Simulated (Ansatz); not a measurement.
# AlPt (Pt on 50 % of the Al sites, one arrangement): core-level shifts, part 2 of 3

Aim: core-level shifts of both metals in AlPt (Pt on 50 % of the Al sites, one arrangement), site by site. Spin–orbit coupling is left out of the bands throughout.

Ansatz 0.2.0; DFT, r2SCAN, plane-wave PAW, default files, scalar-relativistic.

So far: Starting point; Relaxation.

## (3) Valence states

The base run gives the projected DOS, from which the spectra are built.

File input.yaml:

```yaml
crystal:
  lattice:
    - [-4.0053058443, 4.0053058443, 4.0053058443]
    - [4.0053058443, -4.0053058443, 4.0053058443]
    - [4.0053058443, 4.0053058443, -4.0053058443]
  atoms:
    - { symbol: Pt, position: [-0.0086411723, 0.2449848393, 0.8104693403] }
    - { symbol: Pt, position: [0.0026433486, 0.4857194394, 0.4505282685] }
    - { symbol: Al, position: [0.013377295, 0.756414134, 0.2548417019] }
    - { symbol: Pt, position: [0.2129498528, -0.0108835438, 0.7086991355] }
    - { symbol: Al, position: [0.0620722798, 0.0293891051, 0.0261954946] }
    - { symbol: Al, position: [0.2441748986, 0.2655345357, 0.5230242362] }
    - { symbol: Al, position: [0.2633295403, 0.5167739844, 0.243920418] }
    - { symbol: Al, position: [0.4361547438, 0.7563190704, 0.7775153274] }
    - { symbol: Pt, position: [0.20013539, 0.7431218926, 0.0033481518] }
    - { symbol: Pt, position: [0.5061256981, -0.0501534278, 0.5165308848] }
    - { symbol: Pt, position: [0.5070867248, 0.3263891182, 0.3177377558] }
    - { symbol: Al, position: [0.7615740056, 0.4511201877, 0.7295751573] }
    - { symbol: Pt, position: [0.5371361544, 0.4937781555, -0.0367864518] }
    - { symbol: Al, position: [0.7547792471, 0.7698712327, 0.468299054] }
    - { symbol: Pt, position: [0.7935973097, -0.0080110283, 0.2067757044] }
    - { symbol: Al, position: [0.7135046838, 0.229632305, -0.0006741787] }
kpoints:
  mp_grid: { grid: [6, 6, 6] }
scf:
  occupations: { method: fermi_dirac, width: 0.08 }
  n_extra_bands: 16
hamiltonian:
  xc: r2scan
  pseudopotentials: { kind: paw }
output:
  forces: true
  stress: true
  dos:
    projected: true
    de: 0.05
    e_range: [-30, 12]
    method: { smearing: { sigma: 0.1, scheme: gaussian } }
```

Launch:

```console
$ ansatz run input.yaml --threads 4 --pin off --max-ram 14336MiB --backend cpu --events-out ev --progress --plain --runs-dir out
```

Numbers of over 12 decimals in the logs are rounded to 6 here.

The log of the run:

```text
[...]
Crystal: 16 atoms, lattice volume = 257.020 Å³
Basis set: ecut = 500 eV, 6531 PW (Γ), exchange–correlation on 216×216×216 points (64 copies of the dense FFT grid, shifted against one another)
Bands: 100, of which v1, the nominal top of the filled ones, is band 84 counted from 1 (83 counted from 0)
Symmetry: 1 space group operations
[...]
k-points: 112 of 216 (time reversal used)
[...]
SCF iter   1: F=—  HF=-104630.837398 eV  |F-HF|=—  |Δ(HF+E_count)|=         —  Δρ=1.40e-2  dr2=7.62e-1  dr2_τ=2.11e-1  ethr=1.77e-3  ⟨swp⟩=6.0  Hψ=43119  notcnv=0  defer=155
[...]
SCF iter  10: F=-104630.882473 eV  HF=-104630.882473 eV  |F-HF|=6.26e-10  |Δ(HF+E_count)|=   1.74e-8  Δρ=1.99e-6  dr2=1.67e-8  dr2_τ=7.32e-10  ethr=5.95e-11  ⟨swp⟩=10.8  Hψ=44689  notcnv=0
SCF 1 converged in 10 iterations: F = -104630.882473 eV  dr2 = 1.67e-8
[...]
SCF converged after 10 iterations
Free energy (F): -104630.882473 eV
[...]
Internal energy: -104630.773210 eV  (E = F + TS)
E sigma→0 (E₀):  -104630.827841 eV
Entropy (-TS):   -0.109263 eV (-6.829 meV/atom)
Fermi energy:    14.904565 eV
[...]
--- Forces (eV/Å), atoms counted from 1 ---
  atom   1  Pt     0.00978917    -0.00651414    -0.01092612
  atom   2  Pt     0.00548934     0.00595942     0.02102854
  atom   3  Al    -0.01029233    -0.01322049    -0.00381914
  atom   4  Pt    -0.01503462     0.01158698    -0.00787002
  atom   5  Al    -0.00226834    -0.00121814    -0.00886074
  atom   6  Al    -0.00528049    -0.00616847     0.01805430
  atom   7  Al    -0.00716155     0.00421212    -0.00795467
  atom   8  Al    -0.01738477    -0.00480170    -0.00139605
  atom   9  Pt     0.00949713    -0.00355226    -0.03005736
  atom  10  Pt     0.01633761     0.00109585     0.00386587
  atom  11  Pt     0.00142976    -0.01042374    -0.00249061
  atom  12  Al     0.00387643     0.00243308     0.01035517
  atom  13  Pt    -0.01119049     0.01224278     0.00265354
  atom  14  Al    -0.00418608    -0.00108215     0.00058027
  atom  15  Pt     0.01900707     0.00324484     0.01088538
  atom  16  Al     0.00737916     0.00621099     0.00595734
  max |Σ_I F_I| component: 6.98e-6 eV/Å
--- Stress (GPa, compression-positive) ---
       -4.041583      -0.958246       1.112683
       -0.958239      -7.136054       0.631035
        1.112678       0.631036      -6.663292
  P = ⅓ Tr σ = -5.9470 GPa (-59.470 kbar)
--- Band table (eV; the first three rows and the last of 112) ---
  k-point 0: bands = [... 80 lower, 13.4319, 13.4466, 13.8075, 13.8825, 14.2413, 14.6641, 14.9540, 15.2505, ... 12 higher]
  k-point 1: bands = [... 80 lower, 13.3712, 13.6850, 13.8570, 14.0759, 14.3786, 14.7590, 15.0525, 15.3061, ... 12 higher]
  k-point 2: bands = [... 80 lower, 13.3458, 13.7922, 14.2464, 14.4245, 14.7720, 15.1372, 15.6929, 15.8490, ... 12 higher]
  k-point 111: bands = [... 80 lower, 12.9656, 13.2084, 15.6422, 15.8350, 16.0719, 16.2167, 16.8264, 17.0026, ... 12 higher]
```

Elapsed: 3.2 min, on 4 threads of Arm Neoverse V2, shared host; peak memory 2.9 GiB.

Numbers from this step:

```yaml
free_energy: -104630.8825 eV
energy_at_zero_smearing: -104630.8278 eV
smearing_term_ts: 0.1093 eV
pressure: -5.947 GPa
zero_of_energy: Fermi level
share_of_occupied_states_in_no_projected_shell: 0.0114 of the occupied states in the window
dos_at_the_fermi_level: 5.090 states/eV/cell
```

The DOS has structure finer than the step of the table below, so its rows give means over 0.5 eV, whole bins alone (the curve runs from -13.0 to 4.17 eV). Peaks (eV: height): total -3.23: 24.1; Pt 5d -3.23: 21.1; Al 3p -5.53: 2.90, 0.47: 2.65, 3.58: 2.50, 3.98: 2.56; Al 3s -8.03: 1.41, -7.42: 1.77, 3.58: 1.45, 3.98: 1.39; Pt 6s -8.03: 0.973, 3.08: 0.913, 3.58: 1.13, 3.98: 1.19.

* holds the states left over by the projection beside any projected weight of its own. The DOS by E, zero at the Fermi level; means over each step; values in states/eV/cell:

```
E (eV)   total    Pt 5d    Al 3p   Al 3s   Pt 6s   Pt 6p*
 -12.0       0        0        0       0       0        0
 -11.5  0.0495   3.5e-4  0.00223  0.0211  0.0255   2.3e-4
 -11.0   0.785  0.00722   0.0909   0.318   0.364  0.00453
 -10.5    1.51   0.0248    0.323   0.573   0.572   0.0123
 -10.0    1.64   0.0462    0.462   0.601   0.518   0.0170
  -9.5    2.15    0.106    0.720   0.703   0.599   0.0244
  -9.0    2.63    0.220    0.942   0.810   0.624   0.0325
  -8.5    3.13    0.400     1.13   0.903   0.656   0.0399
  -8.0    4.21    0.856     1.44    1.13   0.733   0.0528
  -7.5    5.51     1.77     1.55    1.48   0.638   0.0655
  -7.0    6.19     2.67     1.55    1.32   0.582   0.0614
  -6.5    7.10     3.67     1.64    1.05   0.676   0.0634
  -6.0    10.4     6.59     2.24   0.697   0.808   0.0809
  -5.5    15.8     11.8     2.75   0.467   0.675    0.115
  -5.0    18.5     14.9     2.47   0.377   0.589    0.159
  -4.5    20.5     17.4     2.03   0.391   0.508    0.205
  -4.0    21.2     18.2     1.90   0.399   0.442    0.232
  -3.5    23.4     20.3     1.89   0.332   0.557    0.261
  -3.0    19.9     17.2     1.58   0.296   0.614    0.262
  -2.5    15.2     12.7     1.44   0.345   0.513    0.238
  -2.0    9.41     7.10     1.34   0.428   0.324    0.223
  -1.5    6.48     3.95     1.55   0.469   0.276    0.234
  -1.0    5.02     2.43     1.67   0.425   0.257    0.240
  -0.5    4.69     1.95     1.82   0.374   0.287    0.255
   0.0    5.18     1.98     2.17   0.403   0.328    0.296
   0.5    5.49     1.84     2.47   0.462   0.345    0.373
   1.0    5.11     1.47     2.19   0.643   0.397    0.412
   1.5    4.27     1.05     1.67   0.720   0.471    0.359
   2.0    5.43     1.16     2.01    1.04   0.730    0.492
   2.5    5.25    0.948     2.01   0.987   0.779    0.525
   3.0    5.44    0.828     2.05    1.15   0.807    0.614
   3.5    5.99    0.764     2.21    1.28   0.987    0.758
```

Sums over each group's atoms; a table of it gives point samples, which can step over narrow peaks. DOS of the group against E, zero at the Fermi level; values in states/eV:

```
E (eV)  Pt: Pt 5d  Al: Al 3p  Al: Al 3s  Pt: Pt 6s
   -12          0          0          0          0
   -11    0.00657     0.0827      0.298      0.342
   -10     0.0508      0.505      0.655      0.553
    -9      0.226      0.999      0.858      0.660
    -8      0.962       1.65       1.27      0.861
    -7       2.74       1.62       1.36      0.581
    -6       6.28       2.20      0.699      0.817
    -5       14.9       2.53      0.369      0.613
    -4       18.2       1.90      0.409      0.436
    -3       17.3       1.58      0.305      0.639
    -2       6.91       1.36      0.447      0.326
    -1       2.51       1.68      0.431      0.257
     0       1.97       2.15      0.410      0.336
     1       1.42       2.18      0.629      0.388
     2       1.14       1.99       1.04      0.695
     3      0.904       2.23       1.26      0.878
     4      0.719       2.50       1.36       1.11
```

This run's widths, added to any smearing of the DOS itself: Gaussian 0.6 eV, Lorentzian 0.2 eV. The intensity by binding energy, zero at the Fermi level; values in % of the maximum within 13 eV:

```csv
binding energy (eV),21.2 eV,100 eV,150 eV,1486.7 eV,5950 eV
-1.0,0.819,0.890,1.05,0.829,0.831
-0.5,1.69,1.95,2.52,1.72,1.73
0.0,6.34,7.72,10.8,6.50,6.54
0.5,11.4,13.7,18.8,11.7,11.7
1.0,15.3,17.5,22.5,15.5,15.6
1.5,23.8,25.7,30.0,24.1,24.1
2.0,40.6,41.9,44.8,40.8,40.9
2.5,64.6,65.2,66.5,64.8,64.8
3.0,87.3,87.3,87.5,87.3,87.4
3.5,99.9,99.9,99.8,99.9,99.9
4.0,94.4,94.7,95.4,94.5,94.4
4.5,87.7,88.4,89.9,87.8,87.7
5.0,76.3,77.8,80.9,76.5,76.5
5.5,59.7,62.0,67.1,60.1,60.2
6.0,37.9,40.8,47.3,38.5,38.8
6.5,22.7,25.9,33.4,23.5,23.8
7.0,16.0,19.6,28.2,17.0,17.2
7.5,10.8,14.6,23.7,11.9,12.1
8.0,6.23,9.60,17.8,7.22,7.51
8.5,3.63,6.53,13.6,4.51,4.84
9.0,2.27,4.78,10.9,3.08,3.42
9.5,1.43,3.44,8.43,2.13,2.46
10.0,0.968,2.61,6.79,1.61,1.94
10.5,0.709,2.03,5.47,1.30,1.64
11.0,0.460,1.16,3.03,0.823,1.05
11.5,-,0.504,1.05,0.405,0.471
12.0,-,0.296,0.458,0.259,0.273
12.5,-,0.237,0.333,0.213,0.220
13.0,-,0.201,0.270,0.183,0.187
```

Maxima picked by a test of local sharpness, so broad peaks and shoulders can be missing; peaks within 0.45 eV of a curve's cut are left out. Valence peaks, by row:

| photon energy (eV) | binding energy (eV) | height (% of the maximum within 13 eV) | main shell | its share (%) |
| --- | --- | --- | --- | --- |
| 21.2 | 3.5 | 100 | Pt 5d | 99.61 |
| 100 | 3.55 | 100 | Pt 5d | 96.72 |
| 150 | 3.55 | 100 | Pt 5d | 90.17 |
| 1487 | 3.5 | 100 | Pt 5d | 99.15 |
| 5950 | 3.5 | 100 | Pt 5d | 98.8 |

Shapes are the site's partial DOS without matrix elements, which overweights lines from ligand s bands. Intensity against emission energy less the core level's binding energy, zero at the Fermi level; read off at these points; values in % of the unpolarised maximum:

| emission energy less the core level's binding energy (eV) | Pt L-beta5 | Al K-beta | Al K-beta, E along x | Al K-beta, E along y | Al K-beta, E along z | Al L2,3 |
| --- | --- | --- | --- | --- | --- | --- |
| -13.00 | 10.7 | 1.12 | 1.12 | 1.12 | 1.13 | 0.0144 |
| -12.50 | 12.0 | 1.42 | 1.42 | 1.42 | 1.44 | 0.0246 |
| -12.00 | 13.5 | 1.99 | 1.98 | 1.97 | 2.01 | 0.366 |
| -11.50 | 15.3 | 3.52 | 3.51 | 3.46 | 3.58 | 5.29 |
| -11.00 | 17.5 | 7.62 | 7.58 | 7.49 | 7.78 | 21.3 |
| -10.50 | 20.1 | 14.6 | 14.4 | 14.5 | 14.8 | 38.4 |
| -10.00 | 23.2 | 21.9 | 21.9 | 21.8 | 21.9 | 44.1 |
| -9.50 | 27.1 | 30.2 | 30.4 | 30.0 | 30.3 | 49.0 |
| -9.00 | 31.7 | 39.8 | 39.9 | 38.8 | 40.6 | 58.8 |
| -8.50 | 37.1 | 48.5 | 48.7 | 45.6 | 51.1 | 67.2 |
| -8.00 | 43.6 | 56.5 | 57.2 | 52.2 | 60.0 | 80.6 |
| -7.50 | 51.0 | 62.6 | 63.5 | 57.5 | 66.8 | 97.9 |
| -7.00 | 59.3 | 66.9 | 66.9 | 63.1 | 70.6 | 93.8 |
| -6.50 | 68.2 | 74.3 | 73.7 | 74.7 | 74.3 | 73.2 |
| -6.00 | 77.3 | 89.0 | 88.4 | 92.5 | 86.1 | 51.2 |
| -5.50 | 85.8 | 99.6 | 98.0 | 106 | 94.8 | 35.2 |
| -5.42 | 87.1 | 100.0 | 98.0 | 107 | 95.0 | 33.4 |
| -5.32 | 88.6 | 99.8 | 97.5 | 107 | 94.7 | 31.6 |
| -5.00 | 93.0 | 95.9 | 92.4 | 104 | 91.4 | 28.2 |
| -4.50 | 97.9 | 86.3 | 81.7 | 93.9 | 83.3 | 27.7 |
| -4.00 | 99.9 | 79.9 | 75.4 | 87.3 | 76.9 | 27.4 |
| -3.92 | 100.0 | 79.2 | 74.8 | 86.5 | 76.1 | 27.1 |
| -3.50 | 98.8 | 75.2 | 71.8 | 82.3 | 71.4 | 24.2 |
| -3.00 | 94.7 | 68.0 | 65.9 | 74.7 | 63.2 | 22.2 |
| -2.50 | 87.9 | 61.9 | 60.6 | 67.3 | 57.7 | 25.1 |
| -2.00 | 79.4 | 60.2 | 59.8 | 63.8 | 57.0 | 30.0 |
| -1.50 | 70.1 | 62.9 | 64.1 | 65.0 | 59.4 | 32.3 |
| -1.00 | 60.9 | 65.5 | 67.3 | 66.5 | 62.3 | 30.1 |
| -0.50 | 52.2 | 61.9 | 62.9 | 60.6 | 60.8 | 25.6 |
| 0.00 | 44.4 | 40.4 | 40.5 | 38.1 | 40.1 | 13.7 |
| 0.50 | 37.7 | 15.0 | 14.9 | 14.1 | 14.7 | 2.11 |
| 1.00 | 32.0 | 5.58 | 5.55 | 5.41 | 5.43 | 0.0741 |

The spectra weight each projected shell by its atomic cross section (Dirac–Hartree–Slater) and angular factor, for linear light with the analyser at 54.7° from the polarisation. Broadening, on top of any smearing of the DOS itself: a Gaussian of 0.6 eV and a Lorentzian of 0.2 eV plus 0 times the binding energy (full widths), Fermi edge at 77 K. Curves are cut 10 eV under the photon energy, above any shell that the free atom's threshold puts out of reach, or at the lower edge of the window: 11.2 eV at 21.2 eV, 13.1 eV at 100 eV, 13.1 eV at 150 eV, 13.1 eV at 1486.7 eV and 13.1 eV at 5950 eV. A star in tables and legends marks shells that hold the states left over by the projection (1.1 % of the filled ones), a stand-in for orbitals that the files don't project on. Dipole terms alone, which is rough above 3 keV; no background, satellites or final-state effects.

Share of each shell in the spectrum's area (%), by photon energy:

```csv
shell,21.2 eV,100 eV,150 eV,1486.7 eV,5950 eV
Pt 6s,0.2,0.4,1.6,1.0,2.3
Pt 5d,98.9,91.0,75.4,97.1,96.3
Al 3s,0.4,3.1,8.9,1.5,1.1
Al 3p,0.4,5.5,13.9,0.4,0.1
```

The largest force component on a free atom is 0.030 eV/Å, a little over the usual target of 0.03 eV/Å. At the Fermi level the DOS is 5.09 states/eV a cell, and on the broadened curves Al 3p holds 42 % of the total there.

(Continued in part 3 of 3.)

[Logs are printed without paths, hosts, clocks, repeated set-up lines and the standing remarks that a program may print on its own settings, such as how far it seeks lower states.]

[Hosts, paths, dates, database ids (printed as entryN), source tags and the programs' standing remarks are cut or masked in the printed files.]

[Maps of the electrostatic potential energy from Ansatz leave out the sawtooth potential of an applied field or a dipole correction, so their vacuum need not be flat; work functions include it.]
